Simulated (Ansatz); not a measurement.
# K chain started as a strip of triangles: period, moment and channels by functional

How many channels does the K chain started as a strip of triangles carry, and how sure is the answer?

Program: Ansatz 0.2.0. Level of theory: DFT PBE, plane waves, PAW; relaxation of a chain's period, in the first sound run; inputs show where later runs differ. Results are calculated unless marked as measured.

Most raw output is cut from this account.

### 1. Starting point

The cell holds 2 atoms: 2 K. Cell: a = 13.500 Å, b = 12.000 Å, c = 3.973 Å, α = 90.0°, β = 90.0°, γ = 90.0°. Vacuum lies along a and b. The structure's axis is c.

### 2. Relaxing the period, level PBE, cutoff 420 eV

Band widths follow the bond lengths, so the chain is relaxed first. The atoms and the third cell vector are free; the box across stays fixed as vacuum. Moments are seeded so that a magnetic state can form if it lies lower. A Fermi-Dirac smearing is set since the result may be a metal. The pressure printed is a third of the stress's trace over the whole box, vacuum included; only the stress along the axis is relaxed.

The input, input.yaml:

```yaml
crystal:
  lattice:
    - [13.5, 0.0, 0.0]
    - [0.0, 12.0, 0.0]
    - [0.0, 0.0, 3.97271]
  atoms:
    - { symbol: K, position: [0.37429037, 0.5, 0.0], spin: 0.5 }
    - { symbol: K, position: [0.62570963, 0.5, 0.5], spin: 0.5 }
magnetization:
  spin_polarized: true
kpoints:
  mp_grid: { grid: [1, 1, 21] }
scf:
  occupations: { method: fermi_dirac, width: 0.05 }
hamiltonian:
  xc: pbe
relax:
  cell: { fix: [a, b, alpha, beta, gamma] }
  max_steps: 60
```

Started as:

```bash
ansatz run input.yaml --threads 8 --pin off --max-ram 16384MiB --backend cpu --events-out ev --progress --plain --runs-dir out
```

It took 19 s on 8 threads of Arm Neoverse V2, shared host; peak memory 1.1 GiB.

Step by step:

```csv
step,energy less that of the first step (eV),largest force component (eV/Å),pressure (GPa),volume (Å³)
1,0.0000,0.3545,0.24,643.58
2,-0.0492,0.2685,0.19,649.77
3,-0.1478,0.0573,0.07,677.72
4,-0.1637,0.0338,0.00,707.07
5,-0.1667,0.0039,0.01,709.37
6,-0.1673,0.0012,0.01,714.39
7,-0.1675,0.0001,0.00,719.45
8*,-0.1678,0.0000,0.00,719.45
```

Relaxation steps marked * repeat the geometry before them on a plane-wave basis chosen anew for their cell, so energy and pressure can jump there.

Forces are held to the 8 operations that the run works with; a distortion that breaks them can't arise in this run.

```csv
cell as run,before,after,change
c (Å),3.973,4.441,+11.8 %
```

The atoms that moved most (Å, along periodic axes as changes of fractional coordinates times the final cell, across vacuum about the mean position):

```csv
atom,dx,dy,dz,length
K1,-0.279,0.000,0.000,0.279
K2,0.279,0.000,0.000,0.279
```

Final coordinates:

```xyz
2
Lattice="13.5000 0.0000 0.0000 0.0000 12.0000 0.0000 0.0000 0.0000 4.4411" Properties=species:S:1:pos:R:3
K     4.7743    6.0000    0.0000
K     8.7257    6.0000    2.2205
```

Numbers from this step:

| Quantity | Value |
| --- | --- |
| energy at zero smearing | -3074.8042 eV |
| cell length along the wire | 4.441 Å |

The cell's length comes to 4.441 Å with no moment.

### 3. Bands of the perfect wire, level PBE, k-mesh 1×1×19

This step: DFT PBE, plane waves, PAW; channels and complex bands of a perfect chain (Ansatz 0.2.0).

At the relaxed period the Bloch states of the perfect chain are found at each energy: those that move forward count the open channels, and those that decay describe how a disturbance dies away inside the wire itself. An energy step of 0.035 eV is under the 0.039 eV that the program asks for its thermal average at 300 K.

The input, input.yaml:

```yaml
crystal:
  lattice:
    - [13.5, 0.0, 0.0]
    - [0.0, 12.0, 0.0]
    - [0.0, 0.0, 4.4410649145]
  atoms:
    - { symbol: K, position: [0.353652277, 0.5, 0.0] }
    - { symbol: K, position: [0.646347723, 0.5, 0.5] }
kpoints:
  mp_grid: { grid: [1, 1, 19] }
  band_path: { path: ["Γ", Z], npoints: 60 }
scf:
  occupations: { method: fermi_dirac, width: 0.05 }
hamiltonian:
  xc: pbe
output:
  transmission:
    e_range: [-2, 2]
    de: 0.035
    kmesh: [1, 1]
    reduced_basis: true
    leads: [[0, 0]]
  dos: { projected: true, e_range: [-6, 4] }
  write_potential: true
  write_density: true
  volumetric_format: npy
  elf: true
```

Elapsed: 64 s, on 8 threads; peak memory 2 GiB; 6.3 min of CPU time.

This step gave:

```
energy at zero smearing                                  : -3074.8035 eV
channels at the energy nearest the Fermi level, one spin : 2
conductance of the lead as this run defines it           : 1.998 G₀
band gap                                                 : 0 eV
```

The open channels of the lead, one spin by energy, zero at the Fermi level:

energy (eV), open channels of the lead, one spin and a bar:
```
   -1.195       0.00 
   -0.985       1.00 #####
   -0.810       1.00 #####
   -0.600       1.00 #####
   -0.390       1.00 #####
   -0.215       1.00 #####
   -0.005       2.00 ##########
    0.205       2.00 ##########
    0.415       2.00 ##########
    0.590       2.00 ##########
    0.800       2.00 ##########
    1.010       4.00 ####################
    1.185       4.00 ####################
    1.395       2.00 ##########
    1.605       4.00 ####################
    1.815       6.00 ##############################
```

The slowest values at each energy, most degenerate partners merged, listed up to 1.5 1/Å. Im kz of the slowest decaying states against energy, zero at the Fermi level:

```csv
energy (eV),decay 1 (Å⁻¹),decay 2 (Å⁻¹),decay 3 (Å⁻¹),decay 4 (Å⁻¹)
-2.0000,0.423,0.600,0.902,0.928
-1.7550,0.358,0.563,0.868,0.888
-1.5100,0.276,0.523,0.830,0.846
-1.2650,0.151,0.477,0.791,0.802
-0.9850,0.417,0.742,0.748,0.813
-0.7400,0.353,0.694,0.697,0.775
-0.4950,0.271,0.642,0.643,0.735
-0.2500,0.144,0.580,0.585,0.693
-0.0050,0.511,0.519,0.649,0.718
0.2400,0.429,0.442,0.601,0.665
0.4850,0.325,0.345,0.549,0.608
0.7650,0.121,0.172,0.482,0.533
1.0100,0.415,0.457,0.546,0.554
1.2550,0.0105,0.333,0.362,0.481
1.5000,0.221,0.226,0.405,0.446
1.7450,0.311,0.379,0.483,0.526
```

The electronic bands at the labelled points (eV, zero at the Fermi level):

| point | band 9 | band 10 | band 11 | band 12 | band 13 |
| --- | --- | --- | --- | --- | --- |
| Γ | -1.16 | -0.16 | 0.81 | 0.86 | 1.65 |
| halfway | -0.62 | 0.39 | 1.18 | 1.22 | 1.99 |
| Z | 0.82 | 0.82 | 1.76 | 1.76 | 2.12 |

Valence density in the ca plane at fractional y = 0.500, with atoms of K within 0.2 Å of it. It is the smooth field of the valence electrons, not physical close to the nuclei.

Ten steps, logarithmic in the rise over the least value, from '_' (0.0 e/Å³) to '@' (4.1 e/Å³), each cell a mean:
```
____________________________
____________________________
____________________________
____________________________
____________________________
____________......__________
______..::==++++==--::..____
____..::++##@@@@%%##==::..__
......--**%%@@@@@@%%++::....
......::==**%%%%##++--......
____......::------::....____
__________..........________
........______________......
++==--......______....::==++
@@%%##==::..........::++##@@
@@@@%%++::....__....--**%%@@
%%##**--....______..::==**%%
----::..______________..::--
____________________________
____________________________
____________________________
____________________________
____________________________
____________________________
```
Columns run along c (4.4 Å), rows up along a (13.5 Å). Atoms in or near the plane, at fractional coordinates: K at (0.00, 0.35), K at (0.50, 0.65).

ELF in the ca plane at fractional y = 0.500, with atoms of K within 0.2 Å of it. It is the smooth field of the valence electrons, not physical close to the nuclei.

Ten even steps from '_' (0.00) to '@' (0.87), each cell a mean:
```
____________________________
________..............______
++++++++++++++++++++++++++++
@@@@%%####**++++++**##%%%%@@
@@@@##++--........::--**%%@@
@@##--..______________..++%%
##==..__::++####**==..__..++
++::__::##@@@@@@@@@@++..__--
++::__--%%@@%%##@@@@##..__--
##--__..++%%@@@@@@##--__..++
%%**--..__::----::..__..==##
++++++==--::......::--==++++
____..::==**######++--..____
**++--..__--##%%++..__..==**
@@@@@@++....==**::__::##@@@@
##@@@@**::__--++..__--%%@@%%
@@@@%%==....==**::__..**@@@@
==--::____::##%%++..__..::==
______..--**@@@@%%++::______
::::--++##@@@@@@@@%%**==--::
****####%%%%%%%%%%%%####****
==========----------========
____________________________
____________________________
```
Columns run along c (4.4 Å), rows up along a (13.5 Å). Atoms in or near the plane, at fractional coordinates: K at (0.00, 0.35), K at (0.50, 0.65).

Electrostatic potential energy in the ca plane at fractional y = 0.500, with atoms of K within 0.2 Å of it. With pseudopotentials it is smooth inside the atoms' cores, unlike the true potential.

Ten even steps from '0' (-43 eV) to '9' (1 eV), each cell a mean:
```
99999999999999
99999999999999
99999999999999
99999999999999
99999999999999
99999999999999
99998877789999
99987310157999
99986100037999
99998532468999
99999888899999
99999999999999
99999999999999
77899999999987
01589999998731
00278999998610
23689999999753
88899999999988
99999999999999
99999999999999
99999999999999
99999999999999
99999999999999
99999999999999
```
Columns run along c (4.4 Å; values clipped at the 3rd and 97th percentile), rows up along a (13.5 Å). Atoms in or near the plane, at fractional coordinates: K at (0.00, 0.35), K at (0.50, 0.65).

By hand: the program gives 9.5541 × 10^13 S/m² over the cell's cross-section of 162.00 Å² = 1.620 × 10^-18 m², so one cell conducts 1.548 × 10^-4 S. Divided by G0 = 2e²/h = 7.748 × 10^-5 S this is 2.00 G0, a resistance of 6.46 kΩ.

At the computed energy nearest the Fermi level there are 2 channels a spin, and the thermal average gives 2.00 G₀.

### 4. Relaxing the period

This step: DFT LDA, plane waves, PAW; relaxation of a chain's period (Ansatz 0.2.0).

The relaxation is repeated under another functional. LDA has no gradient terms and tends to overbind, so it marks the short end of the likely bond lengths.

The input, input.yaml:

```yaml
crystal:
  lattice:
    - [13.5, 0.0, 0.0]
    - [0.0, 12.0, 0.0]
    - [0.0, 0.0, 3.97271]
  atoms:
    - { symbol: K, position: [0.37429037, 0.5, 0.0], spin: 0.5 }
    - { symbol: K, position: [0.62570963, 0.5, 0.5], spin: 0.5 }
magnetization:
  spin_polarized: true
kpoints:
  mp_grid: { grid: [1, 1, 21] }
scf:
  occupations: { method: fermi_dirac, width: 0.05 }
hamiltonian:
  xc: lda
relax:
  cell: { fix: [a, b, alpha, beta, gamma] }
  max_steps: 60
```

Elapsed: 13 s, on 8 threads; peak memory 0.95 GiB; 93 s of CPU time.

Relaxation path:

```csv
step,energy less that of the first step (eV),largest force component (eV/Å),pressure (GPa),volume (Å³)
1,0.0000,0.2480,0.15,643.58
2,-0.0223,0.1939,0.13,647.00
3,-0.0682,0.0369,0.04,662.95
4,-0.0705,0.0367,-0.01,674.04
5,-0.0732,0.0008,0.01,675.36
6,-0.0734,0.0006,0.01,677.31
7,-0.0736,0.0002,0.00,681.07
8*,-0.0737,0.0002,0.00,681.07
```

Relaxation steps marked * repeat the geometry before them on a plane-wave basis chosen anew for their cell, so energy and pressure can jump there.

Forces are held to the 8 operations that the run works with; a distortion that breaks them can't arise in this run.

```csv
cell as run,before,after,change
c (Å),3.973,4.204,+5.8 %
```

The atoms that moved most (Å, along periodic axes as changes of fractional coordinates times the final cell, across vacuum about the mean position):

| atom | dx | dy | dz | length |
| --- | --- | --- | --- | --- |
| K1 | -0.222 | 0.000 | 0.000 | 0.222 |
| K2 | 0.222 | 0.000 | 0.000 | 0.222 |

The relaxed structure:

```
K
1.0
    13.50000    0.00000    0.00000
     0.00000   12.00000    0.00000
     0.00000    0.00000    4.20412
K
2
Cartesian
  4.8311 6.0000 0.0000
  8.6689 6.0000 2.1021
```

The cell's length comes to 4.204 Å, -5.3 % against the first run, with no moment.

### 5. The perfect wire, level LDA, k-mesh 1×1×20

This step: DFT LDA, plane waves, PAW; channels and complex bands of a perfect chain (Ansatz 0.2.0).

The channels are counted again under LDA, at the period that it gave.

The input, input.yaml:

```yaml
crystal:
  lattice:
    - [13.5, 0.0, 0.0]
    - [0.0, 12.0, 0.0]
    - [0.0, 0.0, 4.2041230445]
  atoms:
    - { symbol: K, position: [0.357855589, 0.5, 0.0] }
    - { symbol: K, position: [0.642144411, 0.5, 0.5] }
kpoints:
  mp_grid: { grid: [1, 1, 20] }
  band_path: { path: ["Γ", Z], npoints: 60 }
scf:
  occupations: { method: fermi_dirac, width: 0.05 }
hamiltonian:
  xc: lda
output:
  transmission:
    e_range: [-2, 2]
    de: 0.035
    kmesh: [1, 1]
    reduced_basis: true
    leads: [[0, 0]]
  dos: { projected: true, e_range: [-6, 4] }
```

Elapsed: 60 s, on 8 threads; peak memory 1.9 GiB.

Open channels of the lead, one spin against energy, zero at the Fermi level:

```
energy (eV)  open channels of the lead, one spin
      -2.00                                    0
      -1.90                                    0
      -1.79                                    0
      -1.69                                    0
      -1.58                                    0
      -1.48                                    0
      -1.37                                    0
      -1.23                                    1
      -1.12                                    1
      -1.02                                    1
      -0.92                                    1
      -0.81                                    1
      -0.70                                    1
      -0.60                                    1
      -0.49                                    1
      -0.39                                    1
      -0.28                                    1
      -0.18                                    2
      -0.07                                    2
      -0.01                                    2
       0.07                                    2
       0.17                                    2
       0.28                                    2
       0.38                                    2
       0.48                                    2
       0.59                                    2
       0.69                                    2
       0.80                                    2
       0.91                                    3
       1.01                                    4
       1.11                                    4
       1.22                                    4
       1.36                                    4
       1.47                                    2
       1.57                                    4
       1.68                                    5
       1.78                                    6
       1.89                                    6
       1.99                                    4
```

At the computed energy nearest the Fermi level there are 2 channels a spin, and the thermal average gives 2.00 G₀.

### 6. Relaxation of atoms and period

This step: DFT RPBE, plane waves, PAW; relaxation of a chain's period (Ansatz 0.2.0).

The relaxation is repeated under another functional. RPBE strengthens the exchange enhancement and tends to longer, weaker bonds than PBE.

The input, input.yaml:

```yaml
crystal:
  lattice:
    - [13.5, 0.0, 0.0]
    - [0.0, 12.0, 0.0]
    - [0.0, 0.0, 3.97271]
  atoms:
    - { symbol: K, position: [0.37429037, 0.5, 0.0], spin: 0.5 }
    - { symbol: K, position: [0.62570963, 0.5, 0.5], spin: 0.5 }
magnetization:
  spin_polarized: true
kpoints:
  mp_grid: { grid: [1, 1, 21] }
scf:
  occupations: { method: fermi_dirac, width: 0.05 }
hamiltonian:
  xc: rpbe
relax:
  cell: { fix: [a, b, alpha, beta, gamma] }
  max_steps: 60
```

It took 21 s on 8 threads; peak memory 1.1 GiB; 2.6 min of CPU time.

The steps of the relaxation:

```csv
step,energy less that of the first step (eV),largest force component (eV/Å),pressure (GPa),volume (Å³)
1,0.0000,0.4217,0.29,643.58
2,-0.0722,0.3142,0.24,651.59
3,-0.2050,0.0878,0.10,681.66
4,-0.2421,0.0119,0.02,713.84
5,-0.2463,0.0043,0.01,724.27
6,-0.2493,0.0004,0.00,741.29
7,-0.2495,0.0001,0.00,746.28
8*,-0.2502,0.0002,0.00,746.28
```

Relaxation steps marked * repeat the geometry before them on a plane-wave basis chosen anew for their cell, so energy and pressure can jump there.

The run keeps the 8 symmetry operations that it works with, so distortions that break them were not tested.

```
cell as run  before  after   change
      c (Å)   3.973  4.607  +16.0 %
```

The atoms that moved most (Å, along periodic axes as changes of fractional coordinates times the final cell, across vacuum about the mean position):

| atom | dx | dy | dz | length |
| --- | --- | --- | --- | --- |
| K1 | -0.312 | 0.000 | 0.000 | 0.312 |
| K2 | 0.312 | 0.000 | 0.000 | 0.312 |

Final coordinates:

```xyz
2
Lattice="13.5000 0.0000 0.0000 0.0000 12.0000 0.0000 0.0000 0.0000 4.6067" Properties=species:S:1:pos:R:3
K     4.7407    6.0000    0.0000
K     8.7593    6.0000    2.3033
```

The cell's length comes to 4.607 Å, +3.7 % against the first run, with no moment. That is +16 % against the start, more than a small adjustment.

The cell grew by 16.0 % in its periodic edges. First to last step the energy falls by 0.250 eV, across changes of basis; the largest move, 0.31 Å, is that of K1 and 1 other atom alike.

### 7. Bands of the perfect wire, level RPBE, k-mesh 1×1×18

This step: DFT RPBE, plane waves, PAW; channels and complex bands of a perfect chain (Ansatz 0.2.0).

The channels are counted again under RPBE, at the period that it gave.

The input, input.yaml:

```yaml
crystal:
  lattice:
    - [13.5, 0.0, 0.0]
    - [0.0, 12.0, 0.0]
    - [0.0, 0.0, 4.606657908]
  atoms:
    - { symbol: K, position: [0.351160052, 0.5, 0.0] }
    - { symbol: K, position: [0.648839948, 0.5, 0.5] }
kpoints:
  mp_grid: { grid: [1, 1, 18] }
  band_path: { path: ["Γ", Z], npoints: 60 }
scf:
  occupations: { method: fermi_dirac, width: 0.05 }
hamiltonian:
  xc: rpbe
output:
  transmission:
    e_range: [-2, 2]
    de: 0.035
    kmesh: [1, 1]
    reduced_basis: true
    leads: [[0, 0]]
  dos: { projected: true, e_range: [-6, 4] }
```

Elapsed: 77 s, on 8 threads; peak memory 2.1 GiB.

At the computed energy nearest the Fermi level there are 2 channels a spin, and the thermal average gives 2.00 G₀.

### 8. The series together

Times are for 8 threads of Arm Neoverse V2, shared host. The series side by side:

```
no.  level  conductance of the lead as this run defines it (G₀)  time  memory (GiB)
  1    PBE                                                1.998  64 s           2.0
  2    LDA                                                1.999  60 s           1.9
  3   RPBE                                                1.995  77 s           2.1
```

The runs together. Open channels of the lead against energy, zero at the Fermi level:

```
energy (eV)  PBE  LDA  RPBE
      -2.00    0    0     0
      -1.90    0    0     0
      -1.79    0    0     0
      -1.69    0    0     0
      -1.58    0    0     0
      -1.48    0    0     0
      -1.37    0    0     0
      -1.23    0    1     0
      -1.12    1    1     0
      -1.02    1    1     1
      -0.92    1    1     1
      -0.81    1    1     1
      -0.70    1    1     1
      -0.60    1    1     1
      -0.49    1    1     1
      -0.39    1    1     1
      -0.28    1    1     1
      -0.18    1    2     1
      -0.07    2    2     2
      -0.01    2    2     2
       0.07    2    2     2
       0.17    2    2     2
       0.28    2    2     2
       0.38    2    2     2
       0.48    2    2     2
       0.59    2    2     2
       0.69    2    2     2
       0.80    2    2     3
       0.91    4    3     4
       1.01    4    4     4
       1.11    4    4     2
       1.22    4    4     2
       1.36    2    4     4
       1.47    4    2     4
       1.57    4    4     4
       1.68    5    5     6
       1.78    6    6     6
       1.89    6    6     4
       1.99    4    4     4
```

[end of part 1 of 2]

[Logs are printed without paths, hosts, clocks, repeated set-up lines and the standing remarks that a program may print on its own settings, such as how far it seeks lower states.]

[Hosts, paths, dates, database ids (printed as entryN), source tags and the programs' standing remarks are cut or masked in the printed files.]
